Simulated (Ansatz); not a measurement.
# PbC (model cell, started as wurtzite): phonons and vibrational spectra, part 2 of 2

How does PbC (model cell, started as wurtzite) vibrate, and is this structure a minimum?

Ansatz 0.2.0; DFT PBEsol, scalar-relativistic, plane waves, PAW.

So far. Step 4 (Relaxing to small forces for the phonons): The largest force component left is 0.32 meV/Å and the pressure is 0.004 GPa, within the tolerances set. The cell now holds 18.27 Å³/atom. Step 5 (Linear response at the zone centre): Before it was imposed, the acoustic sum rule was missed by 1.8e-5 eV/Å². Small misses are needed for a sound result but don't prove that mesh and cutoff are converged. The relaxed cell has a = 3.720, c = 6.096 Å (conventional setting).

The structure was built from a prototype and need not be the compound's stable phase.

**6. The dispersion**

The mesh has a single point along some directions, so zone-edge points there are not solved. Linear response on a 2×2×1 q mesh gives force constants as far as a supercell of that size would.

input.yaml reads:

```yaml
crystal:
  lattice:
    - [3.7200962643, 0.0, 0.0]
    - [-1.8600481321, 3.2216978694, 0.0]
    - [0.0, 0.0, 6.096187672]
  atoms:
    - { symbol: Pb, position: [0.3333333333, 0.6666666667, -0.000285773] }
    - { symbol: Pb, position: [0.6666666667, 0.3333333333, 0.499714227] }
    - { symbol: C, position: [0.3333333333, 0.6666666667, 0.375285773] }
    - { symbol: C, position: [0.6666666667, 0.3333333333, 0.875285773] }
kpoints:
  mp_grid: { grid: [12, 12, 6] }
hamiltonian:
  xc: pbesol
scf:
  occupations: { method: methfessel_paxton, width: 0.15 }
output:
  eigenvalues: true
phonons:
  method: dfpt
  qmesh: [2, 2, 1]
  temperatures: { t_max: 1000, t_step: 50 }
  qpath:
    path:
      - [[0.0, 0.0, 0.0], [0.5, 0.0, 0.0], [0.33333333, 0.33333333, 0.0], [0.0, 0.0, 0.0], [0.0, 0.0, 0.5], [0.5, 0.0, 0.5], [0.33333333, 0.33333333, 0.5], [0.0, 0.0, 0.5]]
      - [[0.5, 0.0, 0.5], [0.5, 0.0, 0.0]]
      - [[0.33333333, 0.33333333, 0.5], [0.33333333, 0.33333333, 0.0]]
    npoints: 10
```

Started as:

```
ansatz run input.yaml --threads 4 --pin off --max-ram 7168MiB --backend cpu --events-out ev --progress --plain --runs-dir out
```

Numbers of over 12 decimals in the logs are rounded to 6 here.

Output:

```text
[...]
Crystal: 4 atoms, lattice volume = 73.063 Å³
Basis set: ecut = 420 eV, 1401 PW (Γ), exchange–correlation on 50×50×96 points (8 copies of the dense FFT grid, shifted against one another)
Bands: 22, of which v1, the nominal top of the filled ones, is band 18 counted from 1 (17 counted from 0)
Symmetry: 12 space group operations
k-points: 76 of 864 (time reversal used)
[...]
SCF iter   1: F=—  HF=-23997.414113 eV  |F-HF|=—  |Δ(HF+E_count)|=         —  Δρ=8.76e-3  dr2=7.28e-2  ethr=1.77e-3  ⟨swp⟩=6.0  Hψ=8459  notcnv=0
[...]
SCF iter   9: F=-23997.393323 eV  HF=-23997.393323 eV  |F-HF|=0.00e0  |Δ(HF+E_count)|=  5.46e-11  S|Δr|=    0.00e0  Δρ=5.77e-8  dr2=1.99e-12  ethr=1.00e-12  ⟨swp⟩=9.0  Hψ=10270  notcnv=0
SCF 1 converged in 9 iterations: F = -23997.393323 eV  dr2 = 1.99e-12
[...]
NSCF: frozen V_eff on 76 k-points
[...]
DFPT response loops at q = (0, 0, 0) (fractional): preconditioner auto → Kerker (q_TF=auto, 2.425 Å⁻¹) (partly filled bands, converged f_vac=0.009); β = 1.00, the filter's whole step (`scf.mixing.beta` (0.50) is not read by the response loops under this deck's `scf.mixing.preconditioner`; to damp them name `kerker` or `kerker_dos`, under which they read `scf.mixing.beta`, and type it under 1.00, their step now; both keys bind the ground state too); Broyden in place of MSR1
[...]
SCF converged after 9 iterations
[...]
Free energy (F): -23997.393323 eV
[...]
Internal energy: -23997.393646 eV  (E = F + TS)
E sigma→0 (E₀):  -23997.393404 eV
Entropy (-TS):   0.000324 eV (0.081 meV/atom)
Fermi energy:    10.554762 eV
[...]
--- Band table (eV; the first three rows and the last of 76) ---
  k-point 0: bands = [... 14 lower, 9.2799, 9.4931, 10.4424, 10.5535, 10.5535, 10.7916, 15.8862, 15.8862]
  k-point 1: bands = [... 14 lower, 9.3537, 9.3537, 10.4536, 10.4536, 10.8661, 10.9981, 15.6781, 15.9631]
  k-point 2: bands = [... 14 lower, 9.5627, 9.5627, 10.1941, 10.1941, 11.0813, 11.4500, 15.0960, 15.9413]
  k-point 75: bands = [... 14 lower, 6.3145, 6.3145, 8.7003, 8.7003, 12.8009, 12.8009, 15.3644, 15.3644]
--- Phonons (Γ-DFPT): 4 representative perturbations + reference (Σ response iterations 12) ---
  ASR residual: 2.294e-5 → 0.000e0 eV/Å²; symmetrization residual: 3.062e-6 eV/Å²
  ASR residual per site (eV/Å²): 2.29e-5 2.29e-5 1.69e-5 1.69e-5
[...]
--- Phonons (arbitrary-q DFPT): 2 irreducible q on the 2×2×1 mesh ---
  q = [0.0000, 0.0000, 0.0000] (star 1, of the zone-centre solve; hermiticity 4.16e-7, symmetrization 3.03e-11): -0.00 -0.00 0.00 60.07 60.07 162.40 467.86 478.71 478.71 484.29 484.29 546.31
  q = [0.0000, -0.5000, 0.0000] (star 3, 6 solved perturbations on 242 of 864 k-point pairs; hermiticity 2.15e-7, symmetrization 9.42e-11): 61.10 83.07 85.38 105.70 146.55 150.28 493.71 496.03 504.16 521.18 546.78 552.06
  sum rule: each row above includes the acoustic sum rule's correction from the zone centre's row sums; it moved no ω² by more than (0.62 cm⁻¹)²
  mesh force constants: q→R imaginary residual 1.35e-17; ASR residual 2.294e-5 → 0.000e0 eV/Å²; symmetrization residual 1.599e-14 eV/Å²
  interpolated dispersion: 93 rows × 12 modes
  density of states and harmonic sums: on the 20×20×10 q-mesh, interpolated from the force constants of a 2×2×1 supercell (no non-analytic term)
  largest difference from the sums on the solved wave vectors: F 1.52e-1 eV, S 2.17e-4 and C_V 6.46e-5 eV/K
  zero-point energy: 0.227051 eV/cell   skipped modes (ω ≤ 0): 3   left out of the sums: 6.25e-5 of the cell's modes: C_V's classical limit lies that fraction below 3 k_B per atom; for a crystal, a wire or a layer, F and S can be off by more, and a phonons.interpolated_qmesh denser along its periods is the remedy for the sampling
```

Wall time 4.1 min (4 threads of Arm Neoverse N1, shared host); peak memory 1.2 GiB; 13 min of CPU time.

Numbers from this step:

- sum-rule residual before enforcement: 2.29e-5 eV/Å²
- lowest mode on the q mesh (acoustic modes at Γ apart): 60.07 cm⁻¹
- highest frequency at a solved wavevector (no LO-TO term at Γ): 552.1 cm⁻¹

Frequencies (cm⁻¹) solved at each irreducible wavevector; negative means imaginary. Frequencies by wavevector, by row:

| q in reciprocal lattice units | star | mode 1 | mode 2 | mode 3 | mode 4 | mode 10 | mode 11 | mode 12 |
| --- | --- | --- | --- | --- | --- | --- | --- | --- |
| 0 0 0 | 1 | 0 | 0 | 0 | 60.1 | 484.3 | 484.3 | 546.3 |
| 0 -0.5 0 | 3 | 61.1 | 83.1 | 85.4 | 105.7 | 521.2 | 546.8 | 552.1 |

Symmetry leaves 2 wavevectors to solve. The lowest mode among them, the acoustic zeros apart, lies at Γ and is real, 60.1 cm⁻¹.

**7. Another isotope, element C, natural mass 12.011 amu**

An isotope changes the mass and not the force constants, so no new electronic calculation is needed; the shifts show which modes move this element.

The same force constants with the mass of C changed from 12.011 to 13.003 u (phonopy, no LO-TO term). Both lists are sorted by frequency; levels can cross, so a row need not hold one and the same mode. Modes under 3 cm⁻¹ are left out. Isotope shifts, by row:

| q | rank | natural mass (cm⁻¹) | changed mass (cm⁻¹) |
| --- | --- | --- | --- |
| 0 0 0 | 4 | 60.07 | 59.96 |
| 0 0 0 | 5 | 60.07 | 59.96 |
| 0 0 0 | 6 | 162.4 | 162.4 |
| 0 0 0 | 7 | 467.9 | 450.7 |
| 0 0 0 | 8 | 478.7 | 460.9 |
| 0 0 0 | 9 | 478.7 | 460.9 |
| 0 0 0 | 10 | 484.3 | 466.5 |
| 0 0 0 | 11 | 484.3 | 466.5 |
| 0 0 0 | 12 | 546.3 | 525.1 |
| 0 -0.5 0 | 1 | 61.1 | 60.99 |
| 0 -0.5 0 | 2 | 83.07 | 82.96 |
| 0 -0.5 0 | 3 | 85.38 | 85.29 |
| 0 -0.5 0 | 4 | 105.7 | 105.6 |
| 0 -0.5 0 | 5 | 146.6 | 146.5 |
| 0 -0.5 0 | 6 | 150.3 | 150.3 |
| 0 -0.5 0 | 7 | 493.7 | 474.9 |
| 0 -0.5 0 | 8 | 496 | 477.6 |
| 0 -0.5 0 | 9 | 504.2 | 485.2 |
| 0 -0.5 0 | 10 | 521.2 | 501.1 |
| 0 -0.5 0 | 11 | 546.8 | 525.9 |
| 0 -0.5 0 | 12 | 552.1 | 530.9 |

A mode of this element alone would shift by -3.89 %. The highest zone-centre frequency without the field goes from 546.3 to 525.1 cm⁻¹ (-3.9 %). The product of the frequency ratios over all optical modes at Γ is 0.793; the product rule, (m/m′)^(3k/2) (M′/M)^(3/2) with k = 2 such atoms and M the mass of the cell, gives 0.793.

**8. Another isotope, element Pb, natural mass 207.2 amu**

The same for Pb, from 207.20 to 203.97 u.

The same force constants with the mass of Pb changed from 207.200 to 203.973 u (phonopy, no LO-TO term). Both lists are sorted by frequency; levels can cross, so a row need not hold one and the same mode. Modes under 3 cm⁻¹ are left out. Isotope shifts, by row:

| q | rank | natural mass (cm⁻¹) | changed mass (cm⁻¹) |
| --- | --- | --- | --- |
| 0 0 0 | 4 | 60.07 | 60.52 |
| 0 0 0 | 5 | 60.07 | 60.52 |
| 0 0 0 | 6 | 162.4 | 163.7 |
| 0 0 0 | 7 | 467.9 | 468.1 |
| 0 0 0 | 8 | 478.7 | 478.9 |
| 0 0 0 | 9 | 478.7 | 478.9 |
| 0 0 0 | 10 | 484.3 | 484.5 |
| 0 0 0 | 11 | 484.3 | 484.5 |
| 0 0 0 | 12 | 546.3 | 546.3 |
| 0 -0.5 0 | 1 | 61.1 | 61.56 |
| 0 -0.5 0 | 2 | 83.07 | 83.7 |
| 0 -0.5 0 | 3 | 85.38 | 86.04 |
| 0 -0.5 0 | 4 | 105.7 | 106.5 |
| 0 -0.5 0 | 5 | 146.6 | 147.7 |
| 0 -0.5 0 | 6 | 150.3 | 151.5 |
| 0 -0.5 0 | 7 | 493.7 | 493.8 |
| 0 -0.5 0 | 8 | 496 | 496.2 |
| 0 -0.5 0 | 9 | 504.2 | 504.3 |
| 0 -0.5 0 | 10 | 521.2 | 521.2 |
| 0 -0.5 0 | 11 | 546.8 | 546.9 |
| 0 -0.5 0 | 12 | 552.1 | 552.1 |

A mode of this element alone would shift by +0.79 %. The highest zone-centre frequency without the field goes from 546.3 to 546.3 cm⁻¹ (+0.0 %). The product of the frequency ratios over all optical modes at Γ is 1.025; the product rule, (m/m′)^(3k/2) (M′/M)^(3/2) with k = 2 such atoms and M the mass of the cell, gives 1.025.

**9. Results**

| Property | Result |
| --- | --- |
| space group after relaxation (within 0.01 Å) | P6_3mc |
| volume per atom | 18.3 Å³ |
| electronic character | no gap on this mesh |
| highest optical mode at the zone centre (no LO-TO term) | 546 cm⁻¹ |
| lowest optical zone-centre mode | 60.1 cm⁻¹ |
| lowest mode on the q mesh (acoustic modes at Γ apart) | 60.1 cm⁻¹ |
| imaginary modes on the 2×2×1 q mesh | none |

In words: The structure is a minimum as far as tested: no mode is imaginary at the 2 irreducible wavevectors of the 2×2×1 mesh, and the softest away from the acoustic zeros lies at 60 cm⁻¹. The optical modes at Γ span 60 to 546 cm⁻¹. The highest mode in this list at Γ, 546.3 cm⁻¹, is mostly motion of C (100 % of the kinetic energy). The q mesh is too sparse to interpolate, so only the solved wavevectors are given. With no gap, or one that is small against the smearing, the frequencies hang on the k mesh and the smearing, most of all near Kohn anomalies. Spin-orbit coupling is left out, which can matter for the heavy elements here. The starting cell was built on a prototype and not taken from a measurement, so the phase need not exist. These are harmonic frequencies at zero temperature: anharmonic shifts, linewidths and thermal expansion are left out.

[Logs are printed without paths, hosts, clocks, repeated set-up lines and the standing remarks that a program may print on its own settings, such as how far it seeks lower states.]

[Hosts, paths, dates, database ids (printed as entryN), source tags and the programs' standing remarks are cut or masked in the printed files.]
